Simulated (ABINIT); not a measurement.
# CdAgH3 (Pm-3m): zone-centre phonons, part 3 of 4

Aim: the zone-centre modes of CdAgH3 (Pm-3m).

ABINIT 10.8.3; DFT PBE, scalar-relativistic, plane waves, PseudoDojo norm-conserving pseudopotentials.

So far. Step 6 (Ground state): The cell stands at -0.29 GPa: the relaxation ran with a smoothed and higher cutoff, and the difference is a stress of the finite basis. Step 7 (Linear response at Γ): The acoustic modes at Γ come out as far as 4.3 cm⁻¹ from zero, where they should vanish, a small numerical error. The lowest optical mode is imaginary, 313i cm⁻¹, an instability at this level and on this k mesh. The relaxed cell has a = 3.938 Å (conventional setting).

The structure was built from a prototype and need not be the compound's stable phase.

In doubt: a PseudoDojo file used here is known to give poor structures and forces, so the values of those runs are not to be relied on.

### Step 8. Zone-centre analysis

anaddb reads the merged derivatives and imposes the acoustic sum rule.

anaddb.abi

```
ddb_filepath "gamma_DDB"
output_file "anaddb.abo"
outdata_prefix "anaddb"
asr 1
chneut 1
enunit 2
eivec 1
nph1l 1
qph1l 0.0 0.0 0.0 1.0
```

mrgddb.in

```
gamma_DDB
merged
2
dfpt_gammao_DDB
gso_DDB
```

Started as:

```console
> mrgddb < mrgddb.in > mrgddb.log
> OMP_NUM_THREADS=1 anaddb anaddb.abi > anaddb.log
```

anaddb.abo, the main output file:

```text
-outvars_anaddb: echo values of input variables ----------------------

 Miscellaneous information :
      enunit         2
       eivec         1
         asr         1
 First list of wavevector (reduced coord.) :
       nph1l         1
       qph1l
                     0.00000000E+00  0.00000000E+00  0.00000000E+00    1.000E+00

================================================================================

 read the DDB information and perform some checks

  ==== Info on the Cryst% object ====
 Real(R)+Recip(G) space primitive vectors, cartesian coordinates (Bohr,Bohr^-1):
 R(1)=  7.4423019  0.0000000  0.0000000  G(1)=  0.1343670  0.0000000  0.0000000
 R(2)=  0.0000000  7.4423019  0.0000000  G(2)=  0.0000000  0.1343670  0.0000000
 R(3)=  0.0000000  0.0000000  7.4423019  G(3)=  0.0000000  0.0000000  0.1343670
 Unit cell volume ucvol=  4.1221316E+02 bohr^3
 Angles (23,13,12)=  9.00000000E+01  9.00000000E+01  9.00000000E+01 degrees
 Time-reversal symmetry is present
 Reduced atomic positions [iatom, xred, symbol]:
    1)    0.0000000  0.0000000  0.0000000  Ag
    2)    0.5000000  0.5000000  0.5000000  Cd
    3)    0.5000000  0.5000000  0.0000000   H
    4)    0.5000000  0.0000000  0.5000000   H
    5)    0.0000000  0.5000000  0.5000000   H

 DDB file with 3 blocks has been read.

================================================================================

 Treat the first list of vectors

  Phonon wavevector (reduced coordinates) :  0.00000  0.00000  0.00000
 Phonon energies in Hartree :
  -1.426311E-03 -1.426311E-03 -1.426311E-03 -1.241640E-03 -1.241640E-03
  -1.241640E-03  0.000000E+00  0.000000E+00  0.000000E+00  3.130785E-04
   3.130785E-04  3.130785E-04  5.324626E-03  5.324626E-03  5.324626E-03
 Phonon energies in meV     :
- -3.881191E+01 -3.881191E+01 -3.881191E+01 -3.378674E+01 -3.378674E+01
- -3.378674E+01  0.000000E+00  0.000000E+00  0.000000E+00  8.519299E+00
-  8.519299E+00  8.519299E+00  1.448905E+02  1.448905E+02  1.448905E+02
 Phonon frequencies in cm-1    :
- -3.130392E+02 -3.130392E+02 -3.130392E+02 -2.725084E+02 -2.725084E+02
- -2.725084E+02  0.000000E+00  0.000000E+00  0.000000E+00  6.871278E+01
-  6.871278E+01  6.871278E+01  1.168620E+03  1.168620E+03  1.168620E+03
 Phonon frequencies in Thz     :
- -9.384678E+00 -9.384678E+00 -9.384678E+00 -8.169597E+00 -8.169597E+00
- -8.169597E+00  0.000000E+00  0.000000E+00  0.000000E+00  2.059957E+00
-  2.059957E+00  2.059957E+00  3.503436E+01  3.503436E+01  3.503436E+01
 Phonon energies in Kelvin  :
- -4.503935E+02 -4.503935E+02 -4.503935E+02 -3.920788E+02 -3.920788E+02
- -3.920788E+02  0.000000E+00  0.000000E+00  0.000000E+00  9.886236E+01
-  9.886236E+01  9.886236E+01  1.681384E+03  1.681384E+03  1.681384E+03

 Eigendisplacements
 (will be given, for each mode : in cartesian coordinates
   for each atom the real part of the displacement vector,
   then the imaginary part of the displacement vector - absolute values smaller than 1.0d-7 are set to zero)
  Mode number    1   Energy   -1.426311E-03
 Attention : low frequency mode.
   (Could be unstable or acoustic mode)
-  1  0.00000000E+00 -1.88093628E-07 -5.31833208E-04
-     0.00000000E+00  0.00000000E+00  0.00000000E+00
-  2  0.00000000E+00  0.00000000E+00  1.73454393E-04
-     0.00000000E+00  0.00000000E+00  0.00000000E+00
-  3  0.00000000E+00  5.34391151E-06  7.34963185E-03
-     0.00000000E+00  0.00000000E+00  0.00000000E+00
-  4  0.00000000E+00  2.59934674E-06  1.51098665E-02
-     0.00000000E+00  0.00000000E+00  0.00000000E+00
-  5  0.00000000E+00  5.34391151E-06  1.51098665E-02
-     0.00000000E+00  0.00000000E+00  0.00000000E+00
  Mode number    2   Energy   -1.426311E-03
 Attention : low frequency mode.
   (Could be unstable or acoustic mode)
-  1  0.00000000E+00 -5.31833207E-04  1.88093718E-07
-     0.00000000E+00  0.00000000E+00  0.00000000E+00
-  2  0.00000000E+00  1.73454393E-04  0.00000000E+00
-     0.00000000E+00  0.00000000E+00  0.00000000E+00
-  3 -7.07033806E-07  1.51098665E-02 -2.59934798E-06
-     0.00000000E+00  0.00000000E+00  0.00000000E+00
-  4 -7.07033806E-07  7.34963184E-03 -5.34391406E-06
-     0.00000000E+00  0.00000000E+00  0.00000000E+00
-  5 -3.43910265E-07  1.51098665E-02 -5.34391406E-06
-     0.00000000E+00  0.00000000E+00  0.00000000E+00
  Mode number    3   Energy   -1.426311E-03
 Attention : low frequency mode.
   (Could be unstable or acoustic mode)
-  1  5.31833241E-04  0.00000000E+00  0.00000000E+00
-     0.00000000E+00  0.00000000E+00  0.00000000E+00
-  2 -1.73454404E-04  0.00000000E+00  0.00000000E+00
-     0.00000000E+00  0.00000000E+00  0.00000000E+00
-  3 -1.51098674E-02 -7.07053120E-07  0.00000000E+00
-     0.00000000E+00  0.00000000E+00  0.00000000E+00
-  4 -1.51098674E-02 -3.43919659E-07  0.00000000E+00
-     0.00000000E+00  0.00000000E+00  0.00000000E+00
-  5 -7.34963230E-03 -7.07053120E-07  0.00000000E+00
-     0.00000000E+00  0.00000000E+00  0.00000000E+00
  Mode number    4   Energy   -1.241640E-03
 Attention : low frequency mode.
   (Could be unstable or acoustic mode)
-  1  0.00000000E+00  0.00000000E+00  0.00000000E+00
-     0.00000000E+00  0.00000000E+00  0.00000000E+00
-  2  0.00000000E+00  0.00000000E+00  0.00000000E+00
-     0.00000000E+00  0.00000000E+00  0.00000000E+00
-  3  0.00000000E+00  5.16838366E-06  0.00000000E+00
-     0.00000000E+00  0.00000000E+00  0.00000000E+00
-  4  0.00000000E+00  0.00000000E+00  1.64963396E-02
-     0.00000000E+00  0.00000000E+00  0.00000000E+00
-  5  0.00000000E+00 -5.16838366E-06 -1.64963396E-02
-     0.00000000E+00  0.00000000E+00  0.00000000E+00
  Mode number    5   Energy   -1.241640E-03
 Attention : low frequency mode.
   (Could be unstable or acoustic mode)
-  1  0.00000000E+00  0.00000000E+00  0.00000000E+00
-     0.00000000E+00  0.00000000E+00  0.00000000E+00
-  2  0.00000000E+00  0.00000000E+00  0.00000000E+00
-     0.00000000E+00  0.00000000E+00  0.00000000E+00
-  3  5.33607307E-07 -1.64963396E-02  0.00000000E+00
-     0.00000000E+00  0.00000000E+00  0.00000000E+00
-  4 -5.33607307E-07  0.00000000E+00  5.16838359E-06
-     0.00000000E+00  0.00000000E+00  0.00000000E+00
-  5  0.00000000E+00  1.64963396E-02 -5.16838359E-06
-     0.00000000E+00  0.00000000E+00  0.00000000E+00
  Mode number    6   Energy   -1.241640E-03
 Attention : low frequency mode.
   (Could be unstable or acoustic mode)
-  1  0.00000000E+00  0.00000000E+00  0.00000000E+00
-     0.00000000E+00  0.00000000E+00  0.00000000E+00
-  2  0.00000000E+00  0.00000000E+00  0.00000000E+00
-     0.00000000E+00  0.00000000E+00  0.00000000E+00
-  3  1.64963404E-02  5.33606688E-07  0.00000000E+00
-     0.00000000E+00  0.00000000E+00  0.00000000E+00
-  4 -1.64963404E-02  0.00000000E+00  0.00000000E+00
-     0.00000000E+00  0.00000000E+00  0.00000000E+00
-  5  0.00000000E+00 -5.33606688E-07  0.00000000E+00
-     0.00000000E+00  0.00000000E+00  0.00000000E+00
  Mode number    7   Energy    0.000000E+00
 Attention : low frequency mode.
   (Could be unstable or acoustic mode)
-  1  0.00000000E+00  0.00000000E+00  1.56731417E-03
-     0.00000000E+00  0.00000000E+00  0.00000000E+00
-  2  0.00000000E+00  0.00000000E+00  1.56743217E-03
-     0.00000000E+00  0.00000000E+00  0.00000000E+00
-  3  0.00000000E+00  0.00000000E+00  1.56740055E-03
-     0.00000000E+00  0.00000000E+00  0.00000000E+00
-  4  0.00000000E+00  0.00000000E+00  1.56732278E-03
-     0.00000000E+00  0.00000000E+00  0.00000000E+00
-  5  0.00000000E+00  0.00000000E+00  1.56732278E-03
-     0.00000000E+00  0.00000000E+00  0.00000000E+00
  Mode number    8   Energy    0.000000E+00
 Attention : low frequency mode.
   (Could be unstable or acoustic mode)
-  1  0.00000000E+00 -1.56731417E-03  0.00000000E+00
-     0.00000000E+00  0.00000000E+00  0.00000000E+00
-  2  0.00000000E+00 -1.56743217E-03  0.00000000E+00
-     0.00000000E+00  0.00000000E+00  0.00000000E+00
-  3  0.00000000E+00 -1.56732278E-03  0.00000000E+00
-     0.00000000E+00  0.00000000E+00  0.00000000E+00
-  4  0.00000000E+00 -1.56740055E-03  0.00000000E+00
-     0.00000000E+00  0.00000000E+00  0.00000000E+00
-  5  0.00000000E+00 -1.56732278E-03  0.00000000E+00
-     0.00000000E+00  0.00000000E+00  0.00000000E+00
  Mode number    9   Energy    0.000000E+00
 Attention : low frequency mode.
   (Could be unstable or acoustic mode)
-  1  1.56731417E-03  0.00000000E+00  0.00000000E+00
-     0.00000000E+00  0.00000000E+00  0.00000000E+00
-  2  1.56743217E-03  0.00000000E+00  0.00000000E+00
-     0.00000000E+00  0.00000000E+00  0.00000000E+00
-  3  1.56732278E-03  0.00000000E+00  0.00000000E+00
-     0.00000000E+00  0.00000000E+00  0.00000000E+00
-  4  1.56732278E-03  0.00000000E+00  0.00000000E+00
-     0.00000000E+00  0.00000000E+00  0.00000000E+00
-  5  1.56740055E-03  0.00000000E+00  0.00000000E+00
-     0.00000000E+00  0.00000000E+00  0.00000000E+00
  Mode number   10   Energy    3.130785E-04
-  1  0.00000000E+00  0.00000000E+00 -1.53154422E-03
-     0.00000000E+00  0.00000000E+00  0.00000000E+00
-  2  0.00000000E+00  0.00000000E+00  1.54156787E-03
-     0.00000000E+00  0.00000000E+00  0.00000000E+00
-  3  0.00000000E+00  0.00000000E+00 -5.66234118E-04
-     0.00000000E+00  0.00000000E+00  0.00000000E+00
-  4  0.00000000E+00  0.00000000E+00 -3.73361066E-03
-     0.00000000E+00  0.00000000E+00  0.00000000E+00
-  5  0.00000000E+00  0.00000000E+00 -3.73361066E-03
-     0.00000000E+00  0.00000000E+00  0.00000000E+00
  Mode number   11   Energy    3.130785E-04
-  1  2.56926982E-07  1.53154420E-03  0.00000000E+00
-     0.00000000E+00  0.00000000E+00  0.00000000E+00
-  2 -2.58608517E-07 -1.54156785E-03  0.00000000E+00
-     0.00000000E+00  0.00000000E+00  0.00000000E+00
-  3  6.26338634E-07  3.73361060E-03  0.00000000E+00
-     0.00000000E+00  0.00000000E+00  0.00000000E+00
-  4  6.26338634E-07  5.66234110E-04  0.00000000E+00
-     0.00000000E+00  0.00000000E+00  0.00000000E+00
-  5  0.00000000E+00  3.73361060E-03  0.00000000E+00
-     0.00000000E+00  0.00000000E+00  0.00000000E+00
  Mode number   12   Energy    3.130785E-04
-  1  1.53154420E-03 -2.56926889E-07  0.00000000E+00
-     0.00000000E+00  0.00000000E+00  0.00000000E+00
-  2 -1.54156785E-03  2.58608423E-07  0.00000000E+00
-     0.00000000E+00  0.00000000E+00  0.00000000E+00
-  3  3.73361060E-03 -6.26338407E-07  0.00000000E+00
-     0.00000000E+00  0.00000000E+00  0.00000000E+00
-  4  3.73361060E-03  0.00000000E+00  0.00000000E+00
-     0.00000000E+00  0.00000000E+00  0.00000000E+00
-  5  5.66234110E-04 -6.26338407E-07  0.00000000E+00
-     0.00000000E+00  0.00000000E+00  0.00000000E+00
  Mode number   13   Energy    5.324626E-03
-  1  0.00000000E+00  0.00000000E+00  2.64943156E-05
-     0.00000000E+00  0.00000000E+00  0.00000000E+00
-  2  0.00000000E+00  0.00000000E+00 -1.29479832E-04
-     0.00000000E+00  0.00000000E+00  0.00000000E+00
-  3  0.00000000E+00  0.00000000E+00  2.20785877E-02
-     0.00000000E+00  0.00000000E+00  0.00000000E+00
-  4  0.00000000E+00  0.00000000E+00 -5.23686983E-03
-     0.00000000E+00  0.00000000E+00  0.00000000E+00
-  5  0.00000000E+00  0.00000000E+00 -5.23686983E-03
-     0.00000000E+00  0.00000000E+00  0.00000000E+00
  Mode number   14   Energy    5.324626E-03
-  1  0.00000000E+00  2.64943155E-05  0.00000000E+00
-     0.00000000E+00  0.00000000E+00  0.00000000E+00
-  2  0.00000000E+00 -1.29479832E-04  0.00000000E+00
-     0.00000000E+00  0.00000000E+00  0.00000000E+00
-  3 -3.56440807E-07 -5.23686982E-03  0.00000000E+00
-     0.00000000E+00  0.00000000E+00  0.00000000E+00
-  4 -3.56440807E-07  2.20785877E-02  0.00000000E+00
-     0.00000000E+00  0.00000000E+00  0.00000000E+00
-  5  1.50275066E-06 -5.23686982E-03  0.00000000E+00
-     0.00000000E+00  0.00000000E+00  0.00000000E+00
  Mode number   15   Energy    5.324626E-03
-  1  2.64943155E-05  0.00000000E+00  0.00000000E+00
-     0.00000000E+00  0.00000000E+00  0.00000000E+00
-  2 -1.29479832E-04  0.00000000E+00  0.00000000E+00
-     0.00000000E+00  0.00000000E+00  0.00000000E+00
-  3 -5.23686982E-03  3.56440807E-07  0.00000000E+00
-     0.00000000E+00  0.00000000E+00  0.00000000E+00
-  4 -5.23686982E-03 -1.50275066E-06  0.00000000E+00
-     0.00000000E+00  0.00000000E+00  0.00000000E+00
-  5  2.20785877E-02  3.56440807E-07  0.00000000E+00
-     0.00000000E+00  0.00000000E+00  0.00000000E+00

 Analysis of degeneracies and characters (maximum tolerance=1.00E-06 a.u.)
 For each vibration mode, or group of modes if degenerate,
 the characters are given for each symmetry operation (see the list in the log file).
 Symmetry characters of vibration mode #   1
       degenerate with vibration modes #   2 to    3
  3.0 -3.0 -1.0  1.0 -1.0  1.0 -1.0  1.0  1.0 -1.0 -1.0  1.0  1.0 -1.0 -1.0  1.0
 -0.0  0.0 -0.0  0.0  0.0 -0.0  0.0 -0.0  1.0 -1.0 -1.0  1.0 -1.0  1.0  1.0 -1.0
 -0.0  0.0  0.0 -0.0  0.0 -0.0 -0.0  0.0  1.0 -1.0  1.0 -1.0 -1.0  1.0 -1.0  1.0
 Symmetry characters of vibration mode #   4
       degenerate with vibration modes #   5 to    6
  3.0 -3.0 -1.0  1.0 -1.0  1.0 -1.0  1.0 -1.0  1.0  1.0 -1.0 -1.0  1.0  1.0 -1.0
 -0.0  0.0 -0.0  0.0  0.0 -0.0  0.0 -0.0 -1.0  1.0  1.0 -1.0  1.0 -1.0 -1.0  1.0
 -0.0  0.0  0.0 -0.0  0.0 -0.0 -0.0  0.0 -1.0  1.0 -1.0  1.0  1.0 -1.0  1.0 -1.0
 Symmetry characters of vibration mode #   7
       degenerate with vibration modes #   8 to    9
  3.0 -3.0 -1.0  1.0 -1.0  1.0 -1.0  1.0  1.0 -1.0 -1.0  1.0  1.0 -1.0 -1.0  1.0
 -0.0  0.0 -0.0  0.0  0.0 -0.0  0.0 -0.0  1.0 -1.0 -1.0  1.0 -1.0  1.0  1.0 -1.0
 -0.0  0.0  0.0 -0.0  0.0 -0.0 -0.0  0.0  1.0 -1.0  1.0 -1.0 -1.0  1.0 -1.0  1.0
 Symmetry characters of vibration mode #  10
       degenerate with vibration modes #  11 to   12
  3.0 -3.0 -1.0  1.0 -1.0  1.0 -1.0  1.0  1.0 -1.0 -1.0  1.0  1.0 -1.0 -1.0  1.0
 -0.0  0.0 -0.0  0.0  0.0 -0.0  0.0 -0.0  1.0 -1.0 -1.0  1.0 -1.0  1.0  1.0 -1.0
 -0.0  0.0  0.0 -0.0  0.0 -0.0 -0.0  0.0  1.0 -1.0  1.0 -1.0 -1.0  1.0 -1.0  1.0
 Symmetry characters of vibration mode #  13
       degenerate with vibration modes #  14 to   15
  3.0 -3.0 -1.0  1.0 -1.0  1.0 -1.0  1.0  1.0 -1.0 -1.0  1.0  1.0 -1.0 -1.0  1.0
  0.0 -0.0 -0.0  0.0  0.0 -0.0 -0.0  0.0  1.0 -1.0 -1.0  1.0 -1.0  1.0  1.0 -1.0
  0.0 -0.0  0.0 -0.0 -0.0  0.0 -0.0  0.0  1.0 -1.0  1.0 -1.0 -1.0  1.0 -1.0  1.0
-
```

Elapsed: 0.53 s, on 1 thread of Arm Neoverse V1, shared host.

Numbers from this step:

- lowest optical zone-centre mode: -313.0 cm⁻¹

No LO-TO term; unit eigenvectors of the mass-weighted matrix, from anaddb's displacements. Modes at Γ, with each element's share of the kinetic energy (negative means imaginary):

| mode | frequency (cm⁻¹) | symmetry | Ag % | Cd % | H % |
| --- | --- | --- | --- | --- | --- |
| 1 | -313.0 | T1u | 6 | 1 | 94 |
| 2 | -313.0 | T1u | 6 | 1 | 94 |
| 3 | -313.0 | T1u | 6 | 1 | 94 |
| 4 | -272.5 | T2u | 0 | 0 | 100 |
| 5 | -272.5 | T2u | 0 | 0 | 100 |
| 6 | -272.5 | T2u | 0 | 0 | 100 |
| 7 | 0.0 | acoustic | 48 | 50 | 1 |
| 8 | 0.0 | acoustic | 48 | 50 | 1 |
| 9 | 0.0 | acoustic | 48 | 50 | 1 |
| 10 | 68.7 | T1u | 46 | 49 | 5 |
| 11 | 68.7 | T1u | 46 | 49 | 5 |
| 12 | 68.7 | T1u | 46 | 49 | 5 |
| 13 | 1168.6 | T1u | 0 | 0 | 100 |
| 14 | 1168.6 | T1u | 0 | 0 | 100 |
| 15 | 1168.6 | T1u | 0 | 0 | 100 |

Displacements in mode 2 (-313.0 cm⁻¹), the largest set to 1:
```
Ag1  0.00 -0.04  0.00
Cd2  0.00  0.01  0.00
H3   0.00  1.00  0.00
H4   0.00  0.49  0.00
H5   0.00  1.00  0.00
```

Displacements in mode 5 (-272.5 cm⁻¹), the largest set to 1:
```
Ag1  0.00  0.00  0.00
Cd2  0.00  0.00  0.00
H3   0.00 -1.00  0.00
H4   0.00  0.00  0.00
H5   0.00  1.00  0.00
```

The rule also moves an optical mode by 0.4 cm⁻¹.

(Continued in part 4 of 4.)

[Host names and launcher messages were left out of these logs when they were recorded.]

[Logs are printed without paths, hosts, clocks, repeated set-up lines and the standing remarks that a program may print on its own settings, such as how far it seeks lower states.]

[Hosts, paths, dates, database ids (printed as entryN), source tags and the programs' standing remarks are cut or masked in the printed files.]
